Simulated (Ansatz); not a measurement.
## AgHPt (built on the sites of a database entry of LiHPd): a soft mode frozen in

Aim: this structure of AgHPt (built on the sites of a database entry of LiHPd) is to be tested for unstable modes, and one is followed downhill.

Calculated with Ansatz 0.2.0; DFT r2SCAN, scalar-relativistic, plane waves, PAW.

Most raw output is cut from this account.

The structure was built from a prototype and need not be the compound's stable phase.

### Step 1. Starting point

Symmetry: P4/mmm, No. 123, tetragonal system. Conventional cell: a = 2.791 Å, b = 2.791 Å, c = 4.576 Å, α = 90.00°, β = 90.00°, γ = 90.00°. Nearest to Ag lie 2 H at 2.29 Å. Nearest to H lie 4 Pt at 1.97 Å and 2 Ag at 2.29 Å. Pt has 4 H at 1.97 Å nearest. Farther neighbours are not listed.

As a file:

```cif
data_structure
_symmetry_space_group_name_H-M 'P 1'
_symmetry_Int_Tables_number 1
_cell_length_a 2.7912
_cell_length_b 2.7912
_cell_length_c 4.5757
_cell_angle_alpha 90.000
_cell_angle_beta 90.000
_cell_angle_gamma 90.000
_cell_volume 35.65
loop_
_atom_site_label
_atom_site_type_symbol
_atom_site_fract_x
_atom_site_fract_y
_atom_site_fract_z
_atom_site_occupancy
Ag1 Ag 0.50000 0.50000 0.50000 1
H2 H 0.50000 0.50000 0.00000 1
Pt3 Pt 0.00000 0.00000 0.00000 1
```

### Step 2. Modes at Γ

The cell comes from relaxations at this level that are not shown. The zone centre is the only wavevector solved here; it holds the modes that light can see, as far as symmetry allows. No field response is asked, since the mesh shows no gap.

File input.yaml:

```yaml
crystal:
  lattice:
    - [2.7912040581, 0.0, 0.0]
    - [0.0, 2.7912040581, 0.0]
    - [0.0, 0.0, 4.5757372868]
  atoms:
    - { symbol: Ag, position: [0.5, 0.5, 0.5] }
    - { symbol: H, position: [0.5, 0.5, 0.0] }
    - { symbol: Pt, position: [0.0, 0.0, 0.0] }
kpoints:
  mp_grid: { grid: [16, 16, 12] }
hamiltonian:
  xc: r2scan
scf:
  occupations: { method: methfessel_paxton, width: 0.2 }
output:
  eigenvalues: true
phonons:
  method: dfpt
```

On the command line:

```bash
$ ansatz run input.yaml --threads 8 --pin off --max-ram 14336MiB --backend cpu --events-out ev --progress --plain --runs-dir out
```

The job ended after 4.3 min (8 threads of Arm Neoverse V2, shared host; peak memory 2.6 GiB).

This step gave:

* volume per atom: 11.88 Å³
* gap on the k-mesh: 0 eV
* sum-rule residual before enforcement: 8.72e-5 eV/Å²
* point group: 4/mmm
* highest optical mode at the zone centre (no LO-TO term): 668.0 cm⁻¹
* lowest optical zone-centre mode: -461.6 cm⁻¹

Patterns of degenerate modes are one choice out of their space. The modes at Γ (shares of kinetic energy by element, %) (negative means imaginary):

| mode | frequency (cm⁻¹) | symmetry | Ag % | H % | Pt % |
| --- | --- | --- | --- | --- | --- |
| 1 | -461.6 | Eu | 0 | 100 | 0 |
| 2 | -461.6 | Eu | 0 | 100 | 0 |
| 3 | 0.0 | acoustic | 35 | 0 | 64 |
| 4 | 0.0 | acoustic | 35 | 0 | 64 |
| 5 | 0.0 | acoustic | 35 | 0 | 64 |
| 6 | 57.2 | Eu | 64 | 0 | 36 |
| 7 | 57.2 | Eu | 64 | 0 | 36 |
| 8 | 129.0 | A2u | 64 | 1 | 36 |
| 9 | 668.0 | A2u | 1 | 99 | 0 |

Displacements in mode 2 (-461.6 cm⁻¹), the largest set to 1:
```
Ag1 0.00 0.00 0.00
H2  0.00 1.00 0.00
Pt3 0.00 0.00 0.00
```

Displacements in mode 7 (57.2 cm⁻¹), the largest set to 1:
```
Ag1  0.00  1.00  0.00
H2   0.00 -0.13  0.00
Pt3  0.00 -0.55  0.00
```

Before it was imposed, the acoustic sum rule was missed by 8.7e-5 eV/Å². Small misses are needed for a sound result but don't prove that mesh and cutoff are converged. The lowest optical mode is imaginary, 461.6i cm⁻¹, so the energy falls along it.

### Step 3. The mode frozen in, largest atomic shift 0 Å

The mode followed lies at Γ with frequency 461.6i cm⁻¹ and is 2-fold degenerate, the softest among the wavevectors solved. At small amplitude the distorted cell has space group no. 38 by a symmetry search on the positions. The undistorted cell that holds it gives the zero of energy on the same k mesh.

input.yaml: that of step 2 with these lines changed.

```diff
@@ -16,4 +16,4 @@
 output:
+  forces: true
+  stress: true
   eigenvalues: true
-phonons:
-  method: dfpt
```

Wall time 4.5 s (8 threads); peak memory 0.64 GiB.

Numbers from this step:

```yaml
pressure: -2.35e-4 GPa
energy_from_the_undistorted_cell: 0 meV/atom
```

The run ends at a pressure of 0.00 GPa.

### Step 4. The mode frozen in, largest atomic shift 0.22 Å

The atoms are moved along the unstable eigenvector, the largest shift by 0.22 Å, with the cell fixed.

input.yaml, the sections that differ from step 3:

```yaml
crystal:
  lattice:
    - [2.7912040581, 0.0, 0.0]
    - [0.0, 2.7912040581, 0.0]
    - [0.0, 0.0, 4.5757372868]
  atoms:
    - { symbol: Ag, position: [0.4998585805, 0.5001414195, 0.5] }
    - { symbol: H, position: [0.5557334715, 0.4442665285, 0.0] }
    - { symbol: Pt, position: [-0.0002097798, 0.0002097798, 0.0] }
# kpoints, hamiltonian, scf, output: as in step 3
```

Elapsed: 9.7 s, on 8 threads; peak memory 0.86 GiB.

Numbers from this step:

| Quantity | Value |
| --- | --- |
| pressure | 1.411 GPa |
| energy from the undistorted cell | -2.171 meV/atom |

The energy, extrapolated to zero smearing, is -2.17 meV/atom against the undistorted cell.

The run ends at a pressure of 1.41 GPa, with forces up to 0.10 eV/Å.

### Step 5. Energy along the mode, all amplitudes (two of the runs are shown above)

An imaginary frequency means negative curvature, so the energy should fall and then rise again as anharmonic terms take over.

Numbers from this step:

```
depth at the lowest point sampled  : 2.171 meV/atom
largest atomic shift at that point : 0.22 Å
```

Energy from the parent against largest atomic shift:

| largest atomic shift (Å) | energy from the parent (meV/atom) |
| --- | --- |
| 0.000 | 0 |
| 0.040 | -0.208 |
| 0.080 | -0.777 |
| 0.140 | -1.92 |
| 0.220 | -2.17 |
| 0.320 | 6.15 |

Displacement at unit largest shift by atom:

| atom | x (Å) | y (Å) | z (Å) | size |
| --- | --- | --- | --- | --- |
| Ag1 | -0.002 | 0.002 | 0.000 | 0.003 |
| H2 | 0.707 | -0.707 | 0.000 | 1.000 |
| Pt3 | -0.003 | 0.003 | 0.000 | 0.004 |

The lowest of the steps tried is at 0.22 Å, 2.17 meV/atom below the parent; the bottom of the well need not coincide with a step.

### Step 6. Relaxing from the distorted cell

Starting from the lowest point found, all atoms and the cell are let go, so that strain and other modes of the same symmetry can join in.

input.yaml: that of step 4 with these lines changed.

```diff
@@ -19 +19,6 @@
   eigenvalues: true
+relax:
+  adjacent_minimum: "off"
+  f_tol: 0.002
+  max_steps: 120
+  cell: { stress_tol: 0.03 }
```

It took 2.7 min on 8 threads; peak memory 0.97 GiB; 21 min of CPU time.

The steps of the relaxation:

| step | energy less that of the first step (eV) | largest force component (eV/Å) | pressure (GPa) | volume (Å³) |
| --- | --- | --- | --- | --- |
| 1 | 0.0000 | 0.0726 | 1.41 | 35.65 |
| 2 | -0.0065 | 0.0318 | -1.47 | 36.18 |
| 3 | -0.0116 | 0.0587 | -0.43 | 35.87 |
| 4 | -0.0192 | 0.0765 | 0.56 | 35.66 |
| 5 | -0.0358 | 0.0323 | 0.00 | 36.01 |
| 6 | -0.0516 | 0.0879 | 1.10 | 36.12 |
| 7 | -0.0597 | 0.0460 | 0.45 | 36.39 |
| 8 | -0.0651 | 0.0109 | -0.02 | 36.83 |
| 9 | -0.0662 | 0.0010 | 0.39 | 36.71 |
| 10 | -0.0664 | 0.0008 | -0.44 | 36.88 |
| 11 | -0.0666 | 0.0006 | 0.03 | 36.77 |
| 12 | -0.0666 | 0.0002 | 0.00 | 36.78 |
| 13* | -0.0707 | 0.0007 | 0.05 | 36.78 |
| 14 | -0.0708 | 0.0028 | -0.02 | 36.82 |
| 15 | -0.0708 | 0.0014 | 0.00 | 36.81 |
| 16* | -0.0708 | 0.0014 | 0.00 | 36.81 |

Relaxation steps marked * repeat the geometry before them on a plane-wave basis chosen anew for their cell, so energy and pressure can jump there.

Forces are held to the 4 operations that the run works with; a distortion that breaks them can't arise in this run.

| cell as run | before | after | change |
| --- | --- | --- | --- |
| a (Å) | 2.791 | 2.895 | +3.7 % |
| b (Å) | 2.791 | 2.895 | +3.7 % |
| c (Å) | 4.576 | 4.609 | +0.7 % |
| γ (°) | 90.00 | 107.61 | +19.6 % |
| volume (Å³/atom) | 11.88 | 12.27 | +3.3 % |

The atoms that moved most (Å, as changes of fractional coordinates times the final cell):

| atom | dx | dy | dz | length |
| --- | --- | --- | --- | --- |
| Ag1 | -0.334 | 0.334 | 0.000 | 0.473 |
| H2 | 0.279 | -0.279 | 0.000 | 0.395 |
| Pt3 | 0.055 | -0.055 | 0.000 | 0.078 |

Final coordinates:

```xyz
3
Lattice="2.8607 -0.4431 0.0000 -0.4431 2.8607 0.0000 0.0000 0.0000 4.6090" Properties=species:S:1:pos:R:3 pbc="T T T"
Ag    0.8743    1.5434    2.3045
H     1.6719    0.7457    0.0000
Pt    0.0544   -0.0544    0.0000
```

This step gave:

* pressure: -0.002714 GPa
* volume per atom: 12.27 Å³

The distorted start has space group Amm2; the relaxation ends in Amm2.

### Step 7. The new phase in its own primitive cell

The relaxed structure is symmetrised, reduced to its primitive cell and relaxed tightly, as its phonons need.

input.yaml, the sections that differ from step 6:

```yaml
crystal:
  lattice:
    - [4.6090245131, 0.0, 0.0]
    - [0.0, 1.7095635845, 2.3361429424]
    - [0.0, -1.7095635845, 2.3361429424]
  atoms:
    - { symbol: Ag, position: [0.5, 0.398730285, 0.398730285] }
    - { symbol: H, position: [0.0, 0.6401722724, 0.6401722724] }
    - { symbol: Pt, position: [0.0, 0.0164797148, 0.0164797148] }
kpoints:
  mp_grid: { grid: [10, 16, 16] }
relax:
  adjacent_minimum: "off"
  f_tol: 0.001
  max_steps: 60
  cell: { stress_tol: 0.01 }
# hamiltonian, scf, output: as in step 6
```

It took 51 s on 8 threads; peak memory 0.91 GiB.

Relaxation path:

| step | energy less that of the first step (eV) | largest force component (eV/Å) | pressure (GPa) | volume (Å³) |
| --- | --- | --- | --- | --- |
| 1 | 0.0000 | 0.0001 | -0.02 | 36.81 |
| 2 | 0.0000 | 0.0017 | -0.01 | 36.82 |
| 3 | 0.0000 | 0.0008 | 0.00 | 36.82 |
| 4 | 0.0000 | 0.0005 | 0.00 | 36.83 |
| 5 | 0.0000 | 0.0002 | 0.01 | 36.82 |
| 6* | 0.0000 | 0.0002 | 0.01 | 36.82 |

Relaxation steps marked * repeat the geometry before them on a plane-wave basis chosen anew for their cell, so energy and pressure can jump there.

Forces are held to the 4 operations that the run works with; a distortion that breaks them can't arise in this run.

| conventional cell, symmetrised | before | after | change |
| --- | --- | --- | --- |
| a (Å) | 4.609 | 4.613 | +0.1 % |
| b (Å) | 3.419 | 3.411 | -0.2 % |
| c (Å) | 4.672 | 4.680 | +0.2 % |
| volume (Å³/atom) | 12.27 | 12.27 | +0.0 % |

Final coordinates:

```
Ag H Pt
1.0
     4.61272    0.00000    0.00000
     0.00000    1.70567    2.34020
     0.00000   -1.70567    2.34020
Ag H Pt
1 1 1
Direct
  0.50000 0.39768 0.39768
  0.00000 0.64100 0.64100
  0.00000 0.01671 0.01671
```

Numbers from this step:

* pressure: 0.005311 GPa

The largest force component left is 0.19 meV/Å and the pressure is 0.005 GPa, within the tolerances set. The cell now holds 12.27 Å³/atom.

### Step 8. Modes of the new phase, k-mesh 10×16×16

A relaxed structure may still be a saddle point, so its zone-centre modes are computed. No field response is asked, since the mesh shows no gap.

input.yaml, the sections that differ from step 7:

```yaml
crystal:
  lattice:
    - [4.6127195789, 0.0, 0.0]
    - [0.0, 1.7056719014, 2.3402047365]
    - [0.0, -1.7056719014, 2.3402047365]
  atoms:
    - { symbol: Ag, position: [0.5, 0.3976754581, 0.3976754581] }
    - { symbol: H, position: [0.0, 0.6410001072, 0.6410001072] }
    - { symbol: Pt, position: [0.0, 0.0167067068, 0.0167067068] }
output:
  eigenvalues: true
phonons:
  method: dfpt
# kpoints, hamiltonian, scf: as in step 7
# relax: removed
```

It took 11 min on 8 threads; peak memory 3.6 GiB.

This step gave:

- sum-rule residual before enforcement: 6.63e-5 eV/Å²
- point group: mm2
- highest optical mode at the zone centre (no LO-TO term): 1099 cm⁻¹
- lowest optical zone-centre mode: 55.15 cm⁻¹

Patterns of degenerate modes are one choice out of their space. The modes at Γ (shares of kinetic energy by element, %):

| mode | frequency (cm⁻¹) | symmetry | Ag % | H % | Pt % |
| --- | --- | --- | --- | --- | --- |
| 1 | 0.0 | acoustic | 35 | 0 | 64 |
| 2 | 0.0 | acoustic | 35 | 0 | 64 |
| 3 | 0.0 | acoustic | 35 | 0 | 64 |
| 4 | 55.1 | A1 | 65 | 0 | 35 |
| 5 | 73.7 | B2 | 65 | 0 | 35 |
| 6 | 96.2 | B1 | 51 | 17 | 32 |
| 7 | 301.3 | B1 | 13 | 83 | 4 |
| 8 | 951.7 | B2 | 0 | 100 | 0 |
| 9 | 1099.1 | A1 | 0 | 100 | 0 |

Displacements in mode 4 (55.1 cm⁻¹), the largest set to 1:
```
Ag1  0.00  0.00  1.00
H2   0.00  0.00 -0.51
Pt3  0.00  0.00 -0.55
```

Displacements in mode 8 (951.7 cm⁻¹), the largest set to 1:
```
Ag1 0.00 0.00 0.00
H2  0.00 1.00 0.00
Pt3 0.00 0.00 0.00
```

Before it was imposed, the acoustic sum rule was missed by 6.6e-5 eV/Å². Small misses are needed for a sound result but don't prove that mesh and cutoff are converged. The lowest optical mode is real, 55.1 cm⁻¹.

### Step 9. Summary of results

* unstable mode of the parent: q = (0, 0, 0), 462i cm⁻¹
* depth at the lowest point sampled: 2.17 meV/atom
* largest atomic shift at that point: 0.22 Å
* space group reached (within 0.01 Å): Amm2
* energy gained over the parent (first relaxation, on the mesh of the frozen mode): 25.8 meV/atom
* volume per atom, phase reached: 12.3 Å³
* lowest optical zone-centre mode, phase reached: 55.1 cm⁻¹
* highest optical mode at the zone centre (no LO-TO term), phase reached: 1099 cm⁻¹

**Reading.** Along this mode the structure falls into Amm2, 25.8 meV/atom below the parent. At the parent's cell the well is 2.171 meV/atom deep on the steps tried, with its lowest point at a shift of 0.22 Å. Relaxing atoms and cell changes the gain by +23.64 meV/atom against the lowest step (energies at zero smearing). Most of the total comes from this relaxation. The new phase has no imaginary mode at the zone centre of its cell; other wavevectors were not checked. Of the 3 patterns followed to their end from this parent, this one reaches the lowest energy. Each path keeps the symmetry of its pattern, so a lower phase may lie along a pattern not tried. With no gap, or one that is small against the smearing, the frequencies hang on the k mesh and the smearing, most of all near Kohn anomalies. Spin-orbit coupling is left out, which can matter for the heavy elements here. The starting cell was built on a prototype and not taken from a measurement, so the phase need not exist.

[Logs are printed without paths, hosts, clocks, repeated set-up lines and the standing remarks that a program may print on its own settings, such as how far it seeks lower states.]

[Hosts, paths, dates, database ids (printed as entryN), source tags and the programs' standing remarks are cut or masked in the printed files.]
